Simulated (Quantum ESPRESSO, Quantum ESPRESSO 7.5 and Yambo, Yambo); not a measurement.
# Quasiparticle gap of MoS2 (R3m) in Yambo

How does a plane-wave GW calculation on MoS2 (R3m) run from the first input to the gap?

Main program and level: Quantum ESPRESSO 7.5 and Yambo 5.3.0; PBE and many-body steps on it, plane waves.

## 1. The structure

The structure is trigonal, space group R3m (No. 160). The conventional cell has a = 3.160 Å, b = 3.160 Å, c = 18.450 Å, α = 90.00°, β = 90.00°, γ = 120.00°. Nearest to Mo lie 6 S at 2.40 Å. Nearest to S lie 3 Mo at 2.40 Å. S has 3 Mo at 2.40 Å nearest. Farther neighbours and most contacts between anions are not listed.

As a file:

```cif
data_structure
_symmetry_space_group_name_H-M 'R3m:H'
_symmetry_Int_Tables_number 160
_cell_length_a 3.1600
_cell_length_b 3.1600
_cell_length_c 18.4500
_cell_angle_alpha 90.000
_cell_angle_beta 90.000
_cell_angle_gamma 120.000
_cell_volume 159.55
loop_
_atom_site_label
_atom_site_type_symbol
_atom_site_symmetry_multiplicity
_atom_site_Wyckoff_symbol
_atom_site_fract_x
_atom_site_fract_y
_atom_site_fract_z
_atom_site_occupancy
Mo1 Mo 3 a 0.66667 0.33333 0.33324 1
S1 S 3 a 0.66667 0.33333 0.08470 1
S2 S 3 a 0.33333 0.66667 0.24839 1
```

Geometry: measured (diffraction); atoms relaxed with PBE. The runs that relaxed it are not among those shown.

## 2. Ground state

This step: Quantum ESPRESSO 7.5; DFT, PBE, plane waves, norm-conserving pseudopotentials.

The ground-state density comes first.

pw.in

```
&control
  calculation = 'scf'
  prefix = 'x'
  outdir = 'o'
  pseudo_dir = 'pseudo'
/
&system
  ibrav = 0
  nat = 3
  ntyp = 2
  ecutwfc = 72.0
  nbnd = 18
  force_symmorphic = .true.
/
&electrons
  conv_thr = 1e-10
  electron_maxstep = 80
  mixing_beta = 0.5
/
ATOMIC_SPECIES
  Mo 95.95 Mo.upf
  S 32.06 S.upf
CELL_PARAMETERS angstrom
  1.5800000000 0.9122134253 6.1500000000
  -1.5800000000 0.9122134253 6.1500000000
  -0.0000000000 -1.8244268506 6.1500000000
ATOMIC_POSITIONS crystal
  Mo 0.0000947593 0.0000947593 0.0000947593
  S 0.2486318087 0.2486318087 0.2486318087
  S 0.4182734320 0.4182734320 0.4182734320
K_POINTS automatic
  8 8 8 0 0 0
```

The run is started by

```sh
$ OMP_NUM_THREADS=1 mpirun -n 4 pw.x -nk 4 -in pw.in > pw.out
```

Output:

```text
Program PWSCF v.7.5 starts

     This program is part of the open-source Quantum ESPRESSO suite
     for quantum simulation of materials; please cite
         "P. Giannozzi et al., J. Phys.:Condens. Matter 21 395502 (2009);
         "P. Giannozzi et al., J. Phys.:Condens. Matter 29 465901 (2017);
         "P. Giannozzi et al., J. Chem. Phys. 152 154105 (2020);
     in publications or presentations arising from this work. More details at
     Message from routine setup:
     using ibrav=0 with symmetry is DISCOURAGED, use correct ibrav instead

     G-vector sticks info

     bravais-lattice index     =            0
     lattice parameter (alat)  =      12.1224  a.u.
     unit-cell volume          =     358.9025 (a.u.)^3
     number of atoms/cell      =            3
     number of atomic types    =            2
     number of electrons       =        26.00
     number of Kohn-Sham states=           18
     kinetic-energy cutoff     =      72.0000  Ry
     charge density cutoff     =     288.0000  Ry
     scf convergence threshold =      1.0E-10
     mixing beta               =       0.5000
     number of iterations used =            8  plain     mixing
     Exchange-correlation= PBE
                           (   1   4   3   4   0   0   0)

     celldm(1)=  12.122418  celldm(2)=   0.000000  celldm(3)=   0.000000
     celldm(4)=   0.000000  celldm(5)=   0.000000  celldm(6)=   0.000000

     crystal axes: (cart. coord. in units of alat)
               a(1) = (   0.246301   0.142202   0.958704 )
               a(2) = (  -0.246301   0.142202   0.958704 )
               a(3) = (  -0.000000  -0.284404   0.958704 )

     reciprocal axes: (cart. coord. in units 2 pi/alat)
               b(1) = (  2.030034  1.172041  0.347691 )
               b(2) = ( -2.030034  1.172041  0.347691 )
               b(3) = (  0.000000 -2.344081  0.347691 )
     Pseudo is Norm-conserving + core correction, Zval = 14.0
     Generated using ONCVPSP code by D. R. Hamann
     Using radial grid of 1640 points,  6 beta functions with:
     Pseudo is Norm-conserving + core correction, Zval =  6.0
     Generated using ONCVPSP code by D. R. Hamann
     Using radial grid of 1146 points,  6 beta functions with:
     Mo               14.00    95.95000     Mo( 1.00)
     S                 6.00    32.06000     S ( 1.00)

      6 Sym. Ops. (no inversion) found

   Cartesian axes

     site n.     atom                  positions (alat units)
         1        Mo     tau(   1) = (   0.0000000   0.0000000   0.0002725  )
         2        S      tau(   2) = (  -0.0000000   0.0000000   0.7150933  )
         3        S      tau(   3) = (   0.0000000   0.0000000   1.2030018  )

     number of k points=    65
                       cart. coord. in units 2pi/alat
        k(    1) = (   0.0000000   0.0000000   0.0000000), wk =   0.0039062
        k(    2) = (   0.0000000  -0.2930102   0.0434614), wk =   0.0234375
        k(    3) = (   0.0000000  -0.5860203   0.0869229), wk =   0.0234375
        k(    4) = (   0.0000000  -0.8790305   0.1303843), wk =   0.0234375
        k(    5) = (   0.0000000   1.1720406  -0.1738457), wk =   0.0117188
        k(    6) = (  -0.2537542  -0.1465051   0.0869229), wk =   0.0234375
        k(    7) = (  -0.2537542  -0.4395152   0.1303843), wk =   0.0468750
        k(    8) = (  -0.2537542  -0.7325254   0.1738457), wk =   0.0468750
        k(    9) = (  -0.2537542   1.3185457  -0.1303843), wk =   0.0468750
        k(   10) = (  -0.2537542   1.0255355  -0.0869229), wk =   0.0468750
     [... 53 further rows ...]
        k(   64) = (   1.7762797   0.7325254  -0.1738457), wk =   0.0234375
        k(   65) = (   0.0000000   0.0000000  -0.5215372), wk =   0.0039062

     Dense  grid:    29607 G-vectors     FFT dimensions: (  72,  72,  72)

     Initial potential from superposition of free atoms

     starting charge      25.9985, renormalised to      26.0000
     Starting wfcs are   18 randomized atomic wfcs

     per-process dynamical memory:    64.6 Mb

     Self-consistent Calculation

     iteration #  1     ecut=    72.00 Ry     beta= 0.50

     total energy              =    -184.70845204 Ry
     estimated scf accuracy    <       0.43592788 Ry

     iteration #  2     ecut=    72.00 Ry     beta= 0.50

     total energy              =    -184.65329524 Ry
     estimated scf accuracy    <       1.62149373 Ry

     iteration #  3     ecut=    72.00 Ry     beta= 0.50

     total energy              =    -184.89242949 Ry
     estimated scf accuracy    <       0.03083946 Ry

     iteration #  4     ecut=    72.00 Ry     beta= 0.50

     total energy              =    -184.89548881 Ry
     estimated scf accuracy    <       0.00151592 Ry

     iteration #  5     ecut=    72.00 Ry     beta= 0.50

     total energy              =    -184.89580509 Ry
     estimated scf accuracy    <       0.00019151 Ry

     iteration #  6     ecut=    72.00 Ry     beta= 0.50

     total energy              =    -184.89583389 Ry
     estimated scf accuracy    <       0.00000778 Ry

     iteration #  7     ecut=    72.00 Ry     beta= 0.50

     total energy              =    -184.89583645 Ry
     estimated scf accuracy    <       0.00000793 Ry

     iteration #  8     ecut=    72.00 Ry     beta= 0.50

     total energy              =    -184.89583683 Ry
     estimated scf accuracy    <       0.00000118 Ry

     iteration #  9     ecut=    72.00 Ry     beta= 0.50

     total energy              =    -184.89583711 Ry
     estimated scf accuracy    <       0.00000040 Ry

     iteration # 10     ecut=    72.00 Ry     beta= 0.50

     total energy              =    -184.89583716 Ry
     estimated scf accuracy    <          3.5E-09 Ry

     iteration # 11     ecut=    72.00 Ry     beta= 0.50

     total energy              =    -184.89583716 Ry
     estimated scf accuracy    <          6.1E-10 Ry

     iteration # 12     ecut=    72.00 Ry     beta= 0.50

     End of self-consistent calculation

          k = 0.0000 0.0000 0.0000 (  3661 PWs)   bands (ev):

   -50.4064 -24.5633 -24.3261 -24.3261  -3.8788  -2.2114   4.2159   7.8577
     7.8577   8.9527   8.9527   9.9123   9.9394  13.1969  13.1969  13.5615
    13.5615  16.7213

          k = 0.0000-0.2930 0.0435 (  3679 PWs)   bands (ev):

   -50.4004 -24.5515 -24.3862 -24.3398  -3.6398  -2.1345   4.4920   7.3714
     8.1035   8.2019   8.5981   9.8618  10.1389  12.8853  13.1557  13.3212
    13.5672  17.7186

          k = 0.0000-0.5860 0.0869 (  3699 PWs)   bands (ev):

   -50.3859 -24.5287 -24.5229 -24.3726  -3.0038  -1.9308   5.0039   6.5309
     7.0686   7.9329   8.7230   9.4850   9.6304  12.3502  12.9258  13.7570
    14.1518  18.4966

          k = 0.0000-0.8790 0.1304 (  3714 PWs)   bands (ev):

     [... further k-points ...]

     highest occupied, lowest unoccupied level (ev):    11.1288   12.1446

!    total energy              =    -184.89583716 Ry
     estimated scf accuracy    <          7.0E-11 Ry

     The total energy is the sum of the following terms:
     one-electron contribution =     -85.02206585 Ry
     hartree contribution      =      53.78828630 Ry
     xc contribution           =     -33.39302682 Ry
     ewald contribution        =    -120.26903079 Ry

     convergence has been achieved in  12 iterations

     XML data file, charge density, pseudopotentials, collected wavefunctions

=------------------------------------------------------------------------------=
   JOB DONE.
=------------------------------------------------------------------------------=
```

Elapsed: 90 s, on 4 MPI ranks of Arm Neoverse V1, shared host; peak memory 0.4 GiB.

Numbers from this step:

```
total energy               : -2515.6360 eV
gap                        : 1.016 eV
k of the valence top       : -0.5, -0.5, -0.5
k of the conduction bottom : 0, 0.125, -0.25
least direct gap           : 2.042 eV
```

The gap is indirect, with the least direct gap 1.03 eV higher.

## 3. Bands along the symmetry lines

The cheap functional maps the bands first; the places of the edges decide which points the dearer methods must see.

pw.in

```
&control
  calculation = 'bands'
  prefix = 'x'
  outdir = 'o'
  pseudo_dir = 'pseudo'
/
&system
  ibrav = 0
  nat = 3
  ntyp = 2
  ecutwfc = 72.0
  nbnd = 19
  force_symmorphic = .true.
/
&electrons
  conv_thr = 1e-9
  electron_maxstep = 80
  diago_full_acc = .true.
  diago_thr_init = 5e-6
/
ATOMIC_SPECIES
  Mo 95.95 Mo.upf
  S 32.06 S.upf
CELL_PARAMETERS angstrom
  1.5800000000 0.9122134253 6.1500000000
  -1.5800000000 0.9122134253 6.1500000000
  -0.0000000000 -1.8244268506 6.1500000000
ATOMIC_POSITIONS crystal
  Mo 0.0000947593 0.0000947593 0.0000947593
  S 0.2486318087 0.2486318087 0.2486318087
  S 0.4182734320 0.4182734320 0.4182734320
K_POINTS crystal
  59
  0.00000000 0.00000000 0.00000000 1
  0.06250000 0.06250000 0.06250000 1
  0.12500000 0.12500000 0.12500000 1
  0.18750000 0.18750000 0.18750000 1
  0.25000000 0.25000000 0.25000000 1
  0.31250000 0.31250000 0.31250000 1
  0.37500000 0.37500000 0.37500000 1
  0.43750000 0.43750000 0.43750000 1
  0.50000000 0.50000000 0.50000000 1
  0.53983325 0.46016675 0.50000000 1
  0.57966650 0.42033350 0.50000000 1
  0.61949975 0.38050025 0.50000000 1
  0.65933299 0.34066701 0.50000000 1
  0.69916624 0.30083376 0.50000000 1
  0.73899949 0.26100051 0.50000000 1
  0.77883274 0.22116726 0.50000000 1
  0.81866599 0.18133401 0.50000000 1
  0.50000000 -0.18133401 0.18133401 1
  0.50000000 -0.15866726 0.15866726 1
  0.50000000 -0.13600051 0.13600051 1
  0.50000000 -0.11333376 0.11333376 1
  0.50000000 -0.09066700 0.09066700 1
  0.50000000 -0.06800025 0.06800025 1
  0.50000000 -0.04533350 0.04533350 1
  0.50000000 -0.02266675 0.02266675 1
  0.50000000 0.00000000 0.00000000 1
  0.43750000 0.00000000 0.00000000 1
  0.37500000 0.00000000 0.00000000 1
  0.31250000 0.00000000 0.00000000 1
  0.25000000 0.00000000 0.00000000 1
  0.18750000 0.00000000 0.00000000 1
  0.12500000 0.00000000 0.00000000 1
  0.06250000 0.00000000 0.00000000 1
  0.00000000 0.00000000 0.00000000 1
  0.04258337 -0.04258337 0.00000000 1
  0.08516675 -0.08516675 0.00000000 1
  0.12775012 -0.12775012 0.00000000 1
  0.17033350 -0.17033350 0.00000000 1
  0.21291688 -0.21291688 0.00000000 1
  0.25550025 -0.25550025 0.00000000 1
  0.29808363 -0.29808363 0.00000000 1
  0.34066700 -0.34066700 0.00000000 1
  0.65933300 0.00000000 0.34066700 1
  0.63941637 0.00000000 0.36058363 1
  0.61949975 0.00000000 0.38050025 1
  0.59958312 0.00000000 0.40041688 1
  0.57966650 0.00000000 0.42033350 1
  0.55974987 0.00000000 0.44025012 1
  0.53983325 0.00000000 0.46016675 1
  0.51991663 0.00000000 0.48008337 1
  0.50000000 0.00000000 0.50000000 1
  0.43750000 0.00000000 0.43750000 1
  0.37500000 0.00000000 0.37500000 1
  0.31250000 0.00000000 0.31250000 1
  0.25000000 0.00000000 0.25000000 1
  0.18750000 0.00000000 0.18750000 1
  0.12500000 0.00000000 0.12500000 1
  0.06250000 0.00000000 0.06250000 1
  0.00000000 0.00000000 0.00000000 1
```

Output:

```text
[banner, memory and clock lines left out]
Program PWSCF v.7.5 starts

     Atomic positions and unit cell read from directory:
     o/x.save/

     Message from routine setup:
     using ibrav=0 with symmetry is DISCOURAGED, use correct ibrav instead

     G-vector sticks info

     bravais-lattice index     =            0
     lattice parameter (alat)  =      12.1224  a.u.
     unit-cell volume          =     358.9025 (a.u.)^3
     number of atoms/cell      =            3
     number of atomic types    =            2
     number of electrons       =        26.00
     number of Kohn-Sham states=           19
     kinetic-energy cutoff     =      72.0000  Ry
     charge density cutoff     =     288.0000  Ry
     Exchange-correlation= PBE
                           (   1   4   3   4   0   0   0)

     celldm(1)=  12.122418  celldm(2)=   0.000000  celldm(3)=   0.000000
     celldm(4)=   0.000000  celldm(5)=   0.000000  celldm(6)=   0.000000

     crystal axes: (cart. coord. in units of alat)
               a(1) = (   0.246301   0.142202   0.958704 )
               a(2) = (  -0.246301   0.142202   0.958704 )
               a(3) = (  -0.000000  -0.284404   0.958704 )

     reciprocal axes: (cart. coord. in units 2 pi/alat)
               b(1) = (  2.030034  1.172041  0.347691 )
               b(2) = ( -2.030034  1.172041  0.347691 )
               b(3) = (  0.000000 -2.344081  0.347691 )
     Pseudo is Norm-conserving + core correction, Zval = 14.0
     Generated using ONCVPSP code by D. R. Hamann
     Using radial grid of 1640 points,  6 beta functions with:
     Pseudo is Norm-conserving + core correction, Zval =  6.0
     Generated using ONCVPSP code by D. R. Hamann
     Using radial grid of 1146 points,  6 beta functions with:
     Mo               14.00    95.95000     Mo( 1.00)
     S                 6.00    32.06000     S ( 1.00)

      6 Sym. Ops. (no inversion) found

   Cartesian axes

     site n.     atom                  positions (alat units)
         1        Mo     tau(   1) = (   0.0000000   0.0000000   0.0002725  )
         2        S      tau(   2) = (  -0.0000000   0.0000000   0.7150933  )
         3        S      tau(   3) = (   0.0000000   0.0000000   1.2030018  )

     number of k points=    59
                       cart. coord. in units 2pi/alat
        k(    1) = (   0.0000000   0.0000000   0.0000000), wk =   0.0338983
        k(    2) = (   0.0000000   0.0000000   0.0651921), wk =   0.0338983
        k(    3) = (   0.0000000   0.0000000   0.1303843), wk =   0.0338983
[...]
[... 47 further rows ...]
        k(   58) = (   0.1268771  -0.0732525   0.0434614), wk =   0.0338983
        k(   59) = (   0.0000000   0.0000000   0.0000000), wk =   0.0338983

     Dense  grid:    29607 G-vectors     FFT dimensions: (  72,  72,  72)

     The potential is recalculated from file :
     o/x.save/charge-density

     Starting wfcs are   18 randomized atomic wfcs +    1 random wfcs

     Band Structure Calculation

     End of band structure calculation

          k = 0.0000 0.0000 0.0000 (  3661 PWs)   bands (ev):

   -50.4065 -24.5634 -24.3262 -24.3262  -3.8788  -2.2114   4.2159   7.8577
     7.8577   8.9527   8.9527   9.9123   9.9394  13.1969  13.1969  13.5615
    13.5615  16.7213  19.2338

          k = 0.0000 0.0000 0.0652 (  3643 PWs)   bands (ev):

   -50.4065 -24.5633 -24.3261 -24.3261  -3.8708  -2.2266   4.2464   7.8571
[...]
13.5572  16.7272  19.2513

          k = 0.0000 0.0000 0.1304 (  3643 PWs)   bands (ev):

[...]
13.5446  16.7433  19.3017

          k =-0.0000 0.0000 0.1956 (  3652 PWs)   bands (ev):

[...]
k = 0.0000-0.0000 0.3260 (  3653 PWs)   bands (ev):

[...]
k =-0.0000 0.0000 0.3912 (  3656 PWs)   bands (ev):

[...]
k =-0.0000 0.0000 0.4563 (  3665 PWs)   bands (ev):

[...]
k = 1.3831-0.0516 0.1738 (  3704 PWs)   bands (ev):

[...]
k = 0.1729 0.0000-0.0000 (  3676 PWs)   bands (ev):

[...]
k = 0.3458-0.0000 0.0000 (  3680 PWs)   bands (ev):

[...]
k = 1.2102 0.0000 0.0000 (  3712 PWs)   bands (ev):

[...]
k = 0.2538-0.1465 0.0869 (  3677 PWs)   bands (ev):

[...]
k = 0.1269-0.0733 0.0435 (  3663 PWs)   bands (ev):

[...]
13.4915  17.0145  19.5067

          k = 0.0000 0.0000 0.0000 (  3661 PWs)   bands (ev):

   -50.4065 -24.5634 -24.3262 -24.3262  -3.8788  -2.2114   4.2159   7.8577
     7.8577   8.9527   8.9527   9.9123   9.9394  13.1969  13.1969  13.5615
    13.5615  16.7213  19.2338

     XML data file, pseudopotentials, collected wavefunctions
```

It took 25 s on 4 MPI ranks; peak memory 0.31 GiB.

Numbers from this step:

- gap: 0.9137 eV
- k of the valence top: 0.5, 0.5, 0.5
- k of the conduction bottom: 0.1703, -0.1703, 0
- least direct gap: 1.763 eV

The gap is 0.914 eV, −0.102 eV from the run before at this level.

Electronic bands along the path, in eV, zero at the top of the highest filled band:

```csv
point,band 10,band 11,band 12,band 13,band 14,band 15,band 16,band 17
Γ,-2.18,-2.18,-1.22,-1.19,2.07,2.07,2.43,2.43
halfway,-2.61,-2.16,-2.16,-0.28,2.11,2.11,2.37,2.37
T,-3.29,-2.14,-2.14,0.00,2.17,2.17,2.29,2.29
halfway,-3.94,-2.66,-1.89,-1.47,1.48,1.85,2.17,3.52
H2,-4.31,-3.74,-2.80,-0.70,1.10,2.26,3.00,4.23
jump to H0,-4.31,-3.74,-2.80,-0.70,1.10,2.26,3.00,4.23
halfway,-3.75,-3.07,-2.55,-1.01,1.45,2.30,2.63,4.00
L,-3.90,-2.34,-1.53,-1.44,1.66,2.05,3.43,3.49
halfway,-3.20,-2.41,-1.64,-1.50,1.22,1.80,2.63,3.02
Γ,-2.18,-2.18,-1.22,-1.19,2.07,2.07,2.43,2.43
halfway,-3.68,-2.63,-1.57,-1.48,0.91,1.82,2.32,3.64
S0,-4.31,-3.66,-2.86,-0.69,1.08,2.26,2.98,4.24
jump to S2,-4.31,-3.66,-2.86,-0.69,1.08,2.26,2.98,4.24
halfway,-3.97,-3.16,-2.74,-0.95,1.57,2.45,3.00,3.60
F,-3.82,-2.93,-1.73,-1.26,1.62,2.19,3.01,3.87
halfway,-3.15,-2.45,-1.98,-1.35,1.36,1.65,2.57,3.19
Γ,-2.18,-2.18,-1.22,-1.19,2.07,2.07,2.43,2.43
```

[end of part 1 of 3]

[Paths, hosts, dates, memory and timing lines, banners, echoed tables and standing remarks are left out of the program output.]

[Logs are printed without paths, hosts, clocks, repeated set-up lines and the standing remarks that a program may print on its own settings, such as how far it seeks lower states.]

[Runs of the session that timed out or met a known fault of the program may be left out.]

[Hosts, paths, dates, database ids (printed as entryN), source tags and the programs' standing remarks are cut or masked in the printed files.]
